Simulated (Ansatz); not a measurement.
# BaTi3Ni: relaxing a made-up structure

Starting from a made-up structure for BaTi3Ni, the aim is the relaxed cell, its shortest contacts and, where a second run follows, its electronic structure.

Program: Ansatz 0.2.0. Level of theory: DFT, PBE, plane-wave PAW, default files, scalar-relativistic, ferromagnetic start, cell and ions relaxed at zero pressure. Results are calculated unless marked as measured.

### 1. Starting point

The structure is tetragonal, space group I4mm (No. 107). The conventional cell has a = 4.336 Å, b = 4.336 Å, c = 10.248 Å, α = 90.00°, β = 90.00°, γ = 90.00°. Nearest to Ba lie 12 Ti at 3.20 to 3.36 Å and 4 Ni at 3.42 Å. Ni has 5 Ti at 2.41 to 2.44 Å and 4 Ba at 3.42 Å nearest. Ti has 1 Ni at 2.44 Å and 4 Ti at 2.71 Å and 4 Ba at 3.20 Å nearest. Nearest to Ti lie 2 Ni at 2.41 Å and 6 Ti at 2.71 to 3.07 Å and 4 Ba at 3.35 to 3.36 Å. Farther neighbours are not listed.

Structure file:

```cif
data_structure
_symmetry_space_group_name_H-M 'I4mm'
_symmetry_Int_Tables_number 107
_cell_length_a 4.3360
_cell_length_b 4.3360
_cell_length_c 10.2480
_cell_angle_alpha 90.000
_cell_angle_beta 90.000
_cell_angle_gamma 90.000
_cell_volume 192.67
loop_
_atom_site_label
_atom_site_type_symbol
_atom_site_symmetry_multiplicity
_atom_site_Wyckoff_symbol
_atom_site_fract_x
_atom_site_fract_y
_atom_site_fract_z
_atom_site_occupancy
Ba1 Ba 2 a 0.50000 0.50000 0.48450 1
Ni1 Ni 2 a 0.50000 0.50000 0.13320 1
Ti1 Ti 2 a 0.00000 0.00000 0.39470 1
Ti2 Ti 4 b 0.50000 0.00000 0.23530 1
```

### 2. Relaxing cell and atoms

The guess takes its coordinates from another compound and its volume from a rule, so the cell and any free coordinates are relaxed together.

Input file input.yaml:

```yaml
crystal:
  lattice:
    - [-2.168, 2.168, 5.124]
    - [2.168, -2.168, 5.124]
    - [2.168, 2.168, -5.124]
  atoms:
    - { symbol: Ba, position: [0.9845, 0.9845, 0.0] }
    - { symbol: Ni, position: [0.6332, 0.6332, 0.0], spin: 1.0 }
    - { symbol: Ti, position: [0.3947, 0.3947, 0.0], spin: 1.0 }
    - { symbol: Ti, position: [0.2353, 0.7353, 0.5], spin: 1.0 }
    - { symbol: Ti, position: [0.7353, 0.2353, 0.5], spin: 1.0 }
magnetization:
  spin_polarized: true
kpoints:
  mp_grid: { grid: [9, 9, 9] }
scf:
  occupations: { method: fermi_dirac, width: 0.05 }
hamiltonian:
  xc: pbe
  pseudopotentials: { kind: paw }
relax:
  f_tol: 0.015
  max_steps: 70
  cell: {}
output:
  forces: true
  stress: true
```

Launch:

```bash
$ ansatz run input.yaml --threads 4 --pin off --max-ram 8192MiB --backend cpu --events-out ev --progress --plain --runs-dir out
```

Numbers of over 12 decimals in the logs are rounded to 6 here.

Output:

```text
Engine: ansatz 0.2.0, aarch64-unknown-linux-gnu
Pseudopotentials: kind: paw
Pseudopotential: Ba, paw, valence charge 10, recommended cutoff 420 eV (normal), Ba.paw.azcp
Pseudopotential: Ni, paw, valence charge 18, recommended cutoff 420 eV (normal), Ni.paw.azcp
Pseudopotential: Ti, paw, valence charge 12, recommended cutoff 420 eV (normal), Ti.paw.azcp
Functional definition: PBE
  parameter kappa = 0.804
  parameter beta = 0.066725
  exchange = pbe_x(kappa = kappa, mu = beta*pi^2/3)
  correlation = pbe_c(beta = beta)
Crystal: 5 atoms, lattice volume = 96.336 Å³
Basis set: ecut = 420 eV, 1865 PW (Γ), exchange–correlation on 80×80×80 points (8 copies of the dense FFT grid, shifted against one another)
Bands: 41, of which v1, the nominal top of the filled ones, is band 32 counted from 1 (31 counted from 0)
Symmetry: 8 space group operations
Space group: I4mm (ITA 107), of the structure as read, at distance tolerance 4.6e-5 Å
Magnetic group: BNS 107.227 (UNI 887), of the structure as read, at distance tolerance 4.6e-5 Å
k-points: 75 of 729 (time reversal used)
Non-local potential: Ba, projectors of the file, l = 0: 3, l = 1: 2, l = 2: 2, l = 3: 2
Non-local potential: Ni, projectors of the file, l = 0: 3, l = 1: 2, l = 2: 3, l = 3: 1
Non-local potential: Ti, projectors of the file, l = 0: 3, l = 1: 2, l = 2: 3, l = 3: 1
PAW form: soft (Blöchl's): semilocal exchange-correlation on the pseudo side does not see the compensation charge
PAW one-centre angular grid: Ba, 194 points (default); XC on 64 Gauss nodes
PAW one-centre angular grid: Ni, 590 points (default); XC on 64 Gauss nodes
PAW one-centre angular grid: Ti, 590 points (default); XC on 64 Gauss nodes
Initial density: superposition of atomic densities (chi_scale 0.1, normalization cell, long waves kept (reshape's long-wave potential 0.00 eV rms))
Starting moments: Σ|m| = 4 μB on 4 of 5 sites
Initial wavefunctions: pseudopotential atomic-orbital guess
Functional: x = pbe(κ = 0.804, μ = 0.219515), c = pbe(β = 0.066725)
SCF iter   1: F=—  HF=-19289.360566 eV  |F-HF|=—  |Δ(HF+E_count)|=         —  Δρ=1.13e-1 (↑1.13e-1 ↓7.44e-2)  dr2=3.05e1  dr2_m=5.74e-1  M=2.813 μB ∫|m|=2.825 μB  β_m=0.30  ethr=3.10e-3  ⟨swp⟩=5.9  Hψ=23687  notcnv=0  defer=1
Mixer restart at iter 1: flushing history
preconditioner: auto → Kerker (q_TF=auto, 2.549 Å⁻¹)  [metal: Δε(μ)=0.002 eV  Ē_g=5.867 eV  σ=0.050 eV  W_gap=0.01  n_scr=32 (ndim 8)  ℏωp=20.7 eV  f_vac=0.000  D(μ)=7.29/eV (n_scr^D=78)]
spin=Collinear: Kerker preconditioning applied to the charge; magnetization (m = ρ↑ − ρ↓) channel mixes plain (no charge-response kernel on spin).
SCF iter   2: F=—  HF=-19284.020156 eV  |F-HF|=—  |Δ(HF+E_count)|=    5.34e0  Δρ=4.40e-2 (↑3.16e-2 ↓4.40e-2)  dr2=2.78e0  dr2_m=3.90e-1  M=2.650 μB ∫|m|=2.659 μB  β_m=0.28  ethr=3.10e-3  ⟨swp⟩=4.0  Hψ=17411  notcnv=0  defer=164
SCF iter   3: F=—  HF=-19284.484681 eV  |F-HF|=—  |Δ(HF+E_count)|=   4.65e-1  Δρ=2.34e-2 (↑2.34e-2 ↓2.12e-2)  dr2=1.12e0  dr2_m=3.02e-1  M=2.547 μB ∫|m|=2.561 μB  β_m=0.56  ethr=3.10e-3  ⟨swp⟩=2.9  Hψ=13879  notcnv=0  defer=132
SCF iter   4: F=—  HF=-19285.788366 eV  |F-HF|=—  |Δ(HF+E_count)|=    1.30e0  Δρ=2.82e-2 (↑6.86e-3 ↓2.82e-2)  dr2=7.23e-1  dr2_m=1.63e-1  M=1.942 μB ∫|m|=2.002 μB  β_m=0.35  ethr=1.75e-3  ⟨swp⟩=3.1  Hψ=10600  notcnv=0  defer=131
SCF iter   5: F=—  HF=-19286.090875 eV  |F-HF|=—  |Δ(HF+E_count)|=   3.03e-1  Δρ=1.00e-2 (↑6.89e-3 ↓1.00e-2)  dr2=5.77e-2  dr2_m=5.89e-2  M=1.614 μB ∫|m|=1.701 μB  β_m=0.66  ethr=1.13e-3  ⟨swp⟩=3.0  Hψ=10312  notcnv=0  defer=115
SCF iter   6: F=—  HF=-19286.156827 eV  |F-HF|=—  |Δ(HF+E_count)|=         —  Δρ=6.66e-3 (↑6.65e-3 ↓6.66e-3)  dr2=4.63e-2  dr2_m=2.19e-2  M=0.885 μB ∫|m|=1.071 μB  β_m=0.66  ethr=9.02e-5  ⟨swp⟩=3.0  Hψ=13288  notcnv=0  defer=128
Mixer restart at iter 6: flushing history
SCF iter   7: F=—  HF=-19286.188915 eV  |F-HF|=—  |Δ(HF+E_count)|=   3.21e-2  Δρ=5.83e-3 (↑5.83e-3 ↓4.99e-3)  dr2=4.02e-2  dr2_m=1.08e-2  M=0.748 μB ∫|m|=0.911 μB  β_m=0.63  ethr=7.23e-5  ⟨swp⟩=2.7  Hψ=13043  notcnv=0  defer=117
SCF iter   8: F=—  HF=-19286.181472 eV  |F-HF|=—  |Δ(HF+E_count)|=   7.44e-3  Δρ=6.20e-3 (↑5.58e-3 ↓6.20e-3)  dr2=7.20e-2  dr2_m=7.32e-3  M=0.683 μB ∫|m|=0.834 μB  β_m=0.27  ethr=6.27e-5  ⟨swp⟩=2.7  Hψ=13062  notcnv=0  defer=157
SCF iter   9: F=—  HF=-19286.181755 eV  |F-HF|=—  |Δ(HF+E_count)|=   2.83e-4  Δρ=2.26e-3 (↑2.26e-3 ↓2.12e-3)  dr2=8.21e-4  dr2_m=3.97e-3  M=0.589 μB ∫|m|=0.719 μB  β_m=0.66  ethr=6.27e-5  ⟨swp⟩=2.2  Hψ=12799  notcnv=0  defer=154
SCF iter  10: F=—  HF=-19286.185601 eV  |F-HF|=—  |Δ(HF+E_count)|=   3.85e-3  Δρ=1.74e-3 (↑1.74e-3 ↓1.65e-3)  dr2=5.10e-3  dr2_m=1.04e-3  M=0.384 μB ∫|m|=0.463 μB  β_m=0.76  ethr=1.28e-6  ⟨swp⟩=2.8  Hψ=13315  notcnv=0  defer=155
SCF iter  11: F=—  HF=-19286.187375 eV  |F-HF|=—  |Δ(HF+E_count)|=   1.77e-3  Δρ=9.46e-4 (↑9.46e-4 ↓8.98e-4)  dr2=2.19e-3  dr2_m=2.73e-4  M=0.214 μB ∫|m|=0.254 μB  β_m=0.81  ethr=1.28e-6  ⟨swp⟩=2.1  Hψ=10976  notcnv=0  defer=156
SCF iter  12: F=—  HF=-19286.187632 eV  |F-HF|=—  |Δ(HF+E_count)|=   2.56e-4  Δρ=5.28e-4 (↑3.83e-4 ↓5.28e-4)  dr2=4.75e-4  dr2_m=6.12e-5  M=0.100 μB ∫|m|=0.117 μB  β_m=0.91  ethr=1.28e-6  ⟨swp⟩=2.1  Hψ=11062  notcnv=0  defer=160
SCF iter  13: F=—  HF=-19286.187770 eV  |F-HF|=—  |Δ(HF+E_count)|=   1.38e-4  Δρ=2.83e-4 (↑2.33e-4 ↓2.83e-4)  dr2=1.66e-4  dr2_m=1.06e-5  M=0.039 μB ∫|m|=0.045 μB  β_m=0.95  ethr=7.43e-7  ⟨swp⟩=2.0  Hψ=8118  notcnv=0  defer=159
SCF iter  14: F=—  HF=-19286.187787 eV  |F-HF|=—  |Δ(HF+E_count)|=   1.76e-5  Δρ=7.40e-5 (↑6.36e-5 ↓7.40e-5)  dr2=1.81e-5  dr2_m=1.13e-6  M=0.003 μB ∫|m|=0.005 μB  β_m=0.94  ethr=2.60e-7  ⟨swp⟩=2.1  Hψ=11044  notcnv=0  defer=160
SCF iter  15: F=—  HF=-19286.187790 eV  |F-HF|=—  |Δ(HF+E_count)|=   3.29e-6  Δρ=5.55e-5 (↑5.55e-5 ↓3.58e-5)  dr2=6.37e-6  dr2_m=4.94e-7  M=-0.002 μB ∫|m|=0.005 μB  β_m=0.97  ethr=2.82e-8  ⟨swp⟩=2.5  Hψ=10095  notcnv=0  defer=159
SCF iter  16: F=—  HF=-19286.187791 eV  |F-HF|=—  |Δ(HF+E_count)|=   8.02e-7  Δρ=2.22e-5 (↑2.22e-5 ↓1.30e-5)  dr2=1.21e-6  dr2_m=1.61e-7  M=-0.005 μB ∫|m|=0.006 μB  β_m=0.98  ethr=9.95e-9  ⟨swp⟩=2.0  Hψ=8618  notcnv=0  defer=159
SCF iter  17: F=—  HF=-19286.187792 eV  |F-HF|=—  |Δ(HF+E_count)|=   6.57e-7  Δρ=1.68e-5 (↑8.90e-6 ↓1.68e-5)  dr2=4.18e-7  dr2_m=3.69e-8  M=-0.002 μB ∫|m|=0.003 μB  β_m=0.99  ethr=1.89e-9  ⟨swp⟩=2.1  Hψ=10627  notcnv=0  defer=159
SCF iter  18: F=—  HF=-19286.187792 eV  |F-HF|=—  |Δ(HF+E_count)|=   9.06e-8  Δρ=4.97e-6 (↑3.26e-6 ↓4.97e-6)  dr2=4.83e-8  dr2_m=2.20e-9  M=-0.001 μB ∫|m|=0.001 μB  β_m=1.00  ethr=6.54e-10  ⟨swp⟩=2.0  Hψ=8577  notcnv=0  defer=159
[...]
relax step   9: F+E_penalty+E_count = -19286.70426409 eV  Δ(F+E_penalty+E_count) = -1.737e-2 eV  max|allowed force component| = 7.635e-3 eV/Å  Δτ_max = 0.0000 Å  P = +0.352 GPa  Ω = 107.210 Å³  stress off target by 8.80e-1 GPa  SCF on the basis re-selected at this cell (its energy is not comparable with the rows above)  (15 SCF iters)
relax step  10: F+E_penalty+E_count = -19286.70919547 eV  Δ(F+E_penalty+E_count) = -4.931e-3 eV  max|allowed force component| = 1.698e-2 eV/Å  Δτ_max = 0.0128 Å  P = +0.129 GPa  Ω = 107.590 Å³  energy of the carried Pulay correction = -3.263e-5 eV  (9 SCF iters, dr2 threshold 5.00e-7 eV, accepted)
relax step  11: F+E_penalty+E_count = -19286.71001398 eV  Δ(F+E_penalty+E_count) = -8.185e-4 eV  max|allowed force component| = 2.607e-2 eV/Å  Δτ_max = 0.0058 Å  P = +0.058 GPa  Ω = 107.732 Å³  energy of the carried Pulay correction = -4.667e-5 eV  (9 SCF iters, dr2 threshold 3.07e-7 eV, accepted)
relax step  12: F+E_penalty+E_count = -19286.71012109 eV  Δ(F+E_penalty+E_count) = -1.071e-4 eV  max|allowed force component| = 2.395e-3 eV/Å  Δτ_max = 0.0027 Å  P = -0.009 GPa  Ω = 107.874 Å³  energy of the carried Pulay correction = -5.804e-5 eV  (10 SCF iters, dr2 threshold 4.25e-8 eV, accepted)
iter 1 solved again at ethr=1.11e-6 eV; its pass at ethr=3.10e-3 eV (dr2=7.09e-4 eV) is discarded
SCF iter   1: F=—  HF=-19286.709878 eV  |F-HF|=—  |Δ(HF+E_count)|=         —  Δρ=1.20e-4 (↑1.20e-4 ↓1.20e-4)  dr2=1.36e-6  dr2_m=3.36e-11  M=-0.000 μB ∫|m|=0.000 μB  β_m=0.65  ethr=1.11e-6  ⟨swp⟩=3.3  Hψ=39442  notcnv=0
eigensolver tolerance schedule: the retry pair's looser diagonalisation over-reported the residual by 518.90 of it (diagonalisation noise at 0.23 of the residual, at the tolerance the schedule requests for it); recorded, not acted on — ethr = c·dr2/N_el stays at c = 1.0e-1
preconditioner: auto → Kerker (q_TF=auto, 1.965 Å⁻¹)  [metal: Δε(μ)=0.007 eV  Ē_g=5.080 eV  σ=0.050 eV  W_gap=0.03  n_scr=10 (ndim 8)  ℏωp=19.6 eV  f_vac=0.000  D(μ)=5.30/eV (n_scr^D=44)]
spin=Collinear: Kerker preconditioning applied to the charge; magnetization (m = ρ↑ − ρ↓) channel mixes plain (no charge-response kernel on spin).
SCF iter   2: F=—  HF=-19286.710130 eV  |F-HF|=—  |Δ(HF+E_count)|=   2.52e-4  Δρ=4.26e-5 (↑4.26e-5 ↓4.26e-5)  dr2=1.69e-7  dr2_m=2.20e-11  M=-0.000 μB ∫|m|=0.000 μB  β_m=0.64  ethr=2.13e-9  ⟨swp⟩=3.0  Hψ=9888  notcnv=0
SCF iter   3: F=—  HF=-19286.710165 eV  |F-HF|=—  |Δ(HF+E_count)|=   3.56e-5  Δρ=4.00e-6 (↑4.00e-6 ↓3.97e-6)  dr2=3.34e-8  dr2_m=1.18e-11  M=-0.000 μB ∫|m|=0.000 μB  β_m=0.49  ethr=2.64e-10  ⟨swp⟩=2.0  Hψ=10510  notcnv=0
SCF iter   4: F=—  HF=-19286.710165 eV  |F-HF|=—  |Δ(HF+E_count)|=   3.48e-8  Δρ=1.12e-6 (↑1.12e-6 ↓1.09e-6)  dr2=3.89e-9  dr2_m=1.06e-11  M=-0.000 μB ∫|m|=0.000 μB  β_m=0.75  ethr=5.22e-11  ⟨swp⟩=2.0  Hψ=10798  notcnv=0
SCF iter   5: F=—  HF=-19286.710171 eV  |F-HF|=—  |Δ(HF+E_count)|=   6.31e-6  Δρ=9.17e-7 (↑9.17e-7 ↓9.05e-7)  dr2=2.99e-9  dr2_m=6.63e-12  M=-0.000 μB ∫|m|=0.000 μB  β_m=0.87  ethr=6.07e-12  ⟨swp⟩=2.0  Hψ=11126  notcnv=0
SCF iter   6: F=—  HF=-19286.710171 eV  |F-HF|=—  |Δ(HF+E_count)|=   3.92e-9  Δρ=6.39e-7 (↑6.39e-7 ↓6.30e-7)  dr2=1.48e-9  dr2_m=3.07e-12  M=-0.000 μB ∫|m|=0.000 μB  β_m=0.83  ethr=4.68e-12  ⟨swp⟩=2.0  Hψ=8510  notcnv=0
SCF iter   7: F=—  HF=-19286.710171 eV  |F-HF|=—  |Δ(HF+E_count)|=  7.60e-10  Δρ=2.96e-7 (↑2.96e-7 ↓2.94e-7)  dr2=3.54e-10  dr2_m=1.65e-12  M=-0.000 μB ∫|m|=0.000 μB  β_m=0.88  ethr=2.32e-12  ⟨swp⟩=2.0  Hψ=7944  notcnv=0
SCF iter   8: F=—  HF=-19286.710171 eV  |F-HF|=—  |Δ(HF+E_count)|=  1.96e-10  Δρ=1.19e-7 (↑1.19e-7 ↓1.01e-7)  dr2=5.26e-11  dr2_m=5.51e-13  M=-0.000 μB ∫|m|=0.000 μB  β_m=0.84  ethr=1.00e-12  ⟨swp⟩=2.0  Hψ=8511  notcnv=0
SCF iter   9: F=—  HF=-19286.710171 eV  |F-HF|=—  |Δ(HF+E_count)|=  4.37e-11  Δρ=3.74e-8 (↑3.74e-8 ↓2.28e-8)  dr2=5.64e-12  dr2_m=3.31e-13  M=-0.000 μB ∫|m|=0.000 μB  β_m=0.92  ethr=1.00e-12  ⟨swp⟩=2.0  Hψ=7883  notcnv=0
SCF iter  10: F=-19286.710171 eV  HF=-19286.710171 eV  |F-HF|=1.09e-11  |Δ(HF+E_count)|=  1.09e-11  Δρ=4.28e-8 (↑4.08e-8 ↓4.28e-8)  dr2=6.53e-12  dr2_m=3.95e-14  M=-0.000 μB ∫|m|=0.000 μB  ethr=1.00e-12  ⟨swp⟩=3.0  Hψ=18884  notcnv=0
the starting moments were not kept: the SCF closed with an absolute magnetisation of 2.4e-6 μB, where they sum to 4 μB in size (4 sites). That is at most 0.1 of that sum. Measured as dr2_m measures the in/out step, that magnetisation stands 8.8e-13 eV from none, at or under the dr2_threshold of 5.0e-11 eV: it is no larger than a step whose dr2_m would equal this threshold.
SCF 13 converged in 10 iterations: F = -19286.710171 eV  dr2 = 6.53e-12
relax step  13: F+E_penalty+E_count = -19286.71017145 eV  Δ(F+E_penalty+E_count) = -5.036e-5 eV  max|allowed force component| = 2.449e-3 eV/Å  Δτ_max = 0.0000 Å  P = -0.009 GPa  Ω = 107.874 Å³  stress off target by 9.21e-3 GPa  SCF on the basis re-selected at this cell (its energy is not comparable with the rows above)  (10 SCF iters)
basis re-selected at this cell: Δ(F+E_penalty+E_count) = -5.036e-5 eV, ΔP = -0.000 GPa vs the last step (what re-selecting the basis moved, of the pressure what is left beyond the Pulay correction that the steps carried, after the strain that the cell walked since its last selection, with what the two solves' SCF thresholds leave and, on support functions, any second-order correction that the steps lacked; it is no m [...]
SCF converged after 10 iterations
Magnetization: -0.0000 μB (32.0000 up, 32.0000 down)
Absolute magnetization: 0.0000 μB (∫|ρ↑−ρ↓|, with the PAW one-centre terms)
Spin contamination: 0.0000 ħ² per cell (⟨S²⟩ above its minimum at these occupations)
Per-site moments (μB) at R_I (Å): [(2.496058994200821e-8, 1.347957), (1.9689995794656e-8, 1.051796), (-1.1549398911746242e-6, 1.134121), (8.524033332285917e-8, 1.051796), (8.524033335363884e-8, 1.051796)]
Free energy (F): -19286.710171 eV
Harris-Foulkes:  -19286.710171 eV  (|F-HF|=1.09e-11)
Internal energy: -19286.662987 eV  (E = F + TS)
E sigma→0 (E₀):  -19286.686579 eV
Entropy (-TS):   -0.047185 eV (-9.437 meV/atom)
Fermi energy:    11.566974 eV
--- Per-component energies (eV) ---
  E_band       = -947.237681
  E_kinetic    = 1270.578898
  E_local      = -8325.983255  (includes V_loc(G=0)·N_el)
  E_nonlocal   = 721.465688
  E_hartree    = 3537.586891
  E_xc         = -543.788462
  E_vxc        = -608.887086  (∫ρ·V_xc dr)
  E_paw        = -10001.571149  (= ΣΔE_a)
  E_vpaw       = -1079.586894  (= ΣTr[D̂ρ^β])
  E_aug_tail   = 0.000923  (compensation charges beyond the density's cutoff)
  E_ewald      = -5944.952521
  E_smearing   = -0.047185  (= −TS)
  E_closure    = 0.000000  (closes the sum)
  Σ components = -19286.710171   (vs F -19286.710171, Δ=0.00e0)
--- Forces (eV/Å), atoms counted from 1 ---
  atom   1  Ba     0.00000000     0.00000000     0.00201740
  atom   2  Ni     0.00000000     0.00000000     0.00143580
  atom   3  Ti    -0.00000000    -0.00000000     0.00144495
  atom   4  Ti    -0.00000000     0.00000000    -0.00244857
  atom   5  Ti     0.00000000    -0.00000000    -0.00244857
  max |Σ_I F_I| component: 9.98e-7 eV/Å
--- Stress (GPa, compression-positive) ---
       -0.009206       0.000000       0.000000
        0.000000      -0.009206       0.000000
       -0.000000       0.000000      -0.009132
  P = ⅓ Tr σ = -0.0092 GPa (-0.092 kbar)
--- Relaxed structure (11 steps of the walk, 11 accepted, 2 SCFs on fresh bases) ---
  F+E_penalty+E_count = -19286.71017145 eV   max|allowed force component| = 2.449e-3 eV/Å   (the final SCF, on the basis selected at the relaxed cell)
  cell:  # Å, volume = 107.8740 Å³
    - [-2.128851, 2.128851, 5.950675]
    - [2.128851, -2.128851, 5.950675]
    - [2.128851, 2.128851, -5.950675]
  atoms:
    - { symbol: Ba, position: [0.996230, 0.996230, 0] }
    - { symbol: Ni, position: [0.620487, 0.620487, 0] }
    - { symbol: Ti, position: [0.389472, 0.389472, 0] }
    - { symbol: Ti, position: [0.238406, 0.738406, 0.5] }
    - { symbol: Ti, position: [0.738406, 0.238406, 0.5] }
```

Wall time 5 min (4 threads of Arm Neoverse V2, shared host); peak memory 0.85 GiB.

Step by step:

| step | energy less that of the first step (eV) | largest force component (eV/Å) | pressure (GPa) | volume (Å³) |
| --- | --- | --- | --- | --- |
| 1 | 0.0000 | 0.5311 | 9.66 | 96.34 |
| 2 | -0.3639 | 0.2720 | 1.78 | 105.49 |
| 3 | -0.4241 | 0.2906 | 0.25 | 107.57 |
| 4 | -0.4878 | 0.1725 | -0.88 | 108.65 |
| 5 | -0.4967 | 0.1041 | -0.22 | 107.83 |
| 6 | -0.4989 | 0.0215 | -0.09 | 107.28 |
| 7 | -0.4990 | 0.0075 | 0.15 | 107.01 |
| 8 | -0.4991 | 0.0026 | 0.00 | 107.21 |
| 9* | -0.5165 | 0.0076 | 0.35 | 107.21 |
| 10 | -0.5214 | 0.0170 | 0.13 | 107.59 |
| 11 | -0.5222 | 0.0261 | 0.06 | 107.73 |
| 12 | -0.5223 | 0.0024 | -0.01 | 107.87 |
| 13* | -0.5224 | 0.0024 | -0.01 | 107.87 |

Relaxation steps marked * repeat the geometry before them on a plane-wave basis chosen anew for their cell, so energy and pressure can jump there.

Forces are held to the 8 operations that the run works with; a distortion that breaks them can't arise in this run.

| cell as run | before | after | change |
| --- | --- | --- | --- |
| a (Å) | 5.971 | 6.669 | +11.7 % |
| b (Å) | 5.971 | 6.669 | +11.7 % |
| c (Å) | 5.971 | 6.669 | +11.7 % |
| α (°) | 137.42 | 142.77 | +3.9 % |
| β (°) | 137.42 | 142.77 | +3.9 % |
| γ (°) | 61.79 | 53.67 | -13.1 % |
| volume (Å³/atom) | 19.27 | 21.57 | +12.0 % |

The atoms that moved most (Å, as changes of fractional coordinates times the final cell):

| atom | dx | dy | dz | length |
| --- | --- | --- | --- | --- |
| Ni2 | 0.000 | 0.000 | -0.151 | 0.151 |
| Ba1 | 0.000 | 0.000 | 0.140 | 0.140 |
| Ti3 | 0.000 | 0.000 | -0.062 | 0.062 |
| Ti5 | 0.000 | 0.000 | 0.037 | 0.037 |
| Ti4 | 0.000 | 0.000 | 0.037 | 0.037 |

Final coordinates:

```xyz
5
Lattice="-2.1289 2.1289 5.9507 2.1289 -2.1289 5.9507 2.1289 2.1289 -5.9507" Properties=species:S:1:pos:R:3 pbc="T T T"
Ba    0.0000    0.0000   11.8565
Ni    0.0000    0.0000    7.3846
Ti    0.0000    0.0000    4.6352
Ti    2.1289    0.0000    2.8373
Ti    0.0000    2.1289    2.8373
```

This step gave:

```
free energy             : -19286.7102 eV
energy at zero smearing : -19286.6866 eV
smearing term TS        : 0.04718 eV
Fermi energy            : 11.57 eV
electrons               : 64
symmetry operations     : 8
pressure                : -0.009182 GPa
```

The shortest distance of each pair, which need not be the same contact before and after:

| pair | guess (Å) | relaxed (Å) |
| --- | --- | --- |
| Ni–Ti | 2.407 | 2.550 |
| Ti–Ti | 2.715 | 2.786 |
| Ba–Ti | 3.201 | 3.268 |
| Ba–Ni | 3.424 | 3.354 |
| Ba–Ba | 4.336 | 4.258 |

The relaxation ends with a largest force component of 0.0024 eV/Å and a pressure of -0.01 GPa. The starting moments have collapsed: the run ends non-magnetic.

### 3. Summary of results

| Property | Result |
| --- | --- |
| space group, relaxed | I4mm |
| conventional cell | a = 4.258, b = 4.258, c = 11.901 Å; α = 90.0°, β = 90.0°, γ = 90.0° |
| volume per atom | 21.57 Å³ (guess 19.27) |
| total moment | 0.00 μB in the cell of 5 atoms |

BaTi3Ni relaxes to I4mm with a = 4.258, b = 4.258 and c = 11.901 Å. The guessed volume was 11 % too small. The space group I4mm was held in the relaxation, so the end point is a stationary structure within it and may be a saddle against distortions or other arrangements. The moments died out from this one start and weren't seeded again at the relaxed cell. Mesh and cutoff weren't tested. A vector of the cell changed its length by 12 %, more than the volume shows. Spin-orbit coupling is left out, which can matter for elements this heavy. No dispersion term is used, so weakly bound directions may come out too long. Nothing here tests whether the compound is stable against decomposition.

[Logs are printed without paths, hosts, clocks, repeated set-up lines and the standing remarks that a program may print on its own settings, such as how far it seeks lower states.]

[Hosts, paths, dates, database ids (printed as entryN), source tags and the programs' standing remarks are cut or masked in the printed files.]
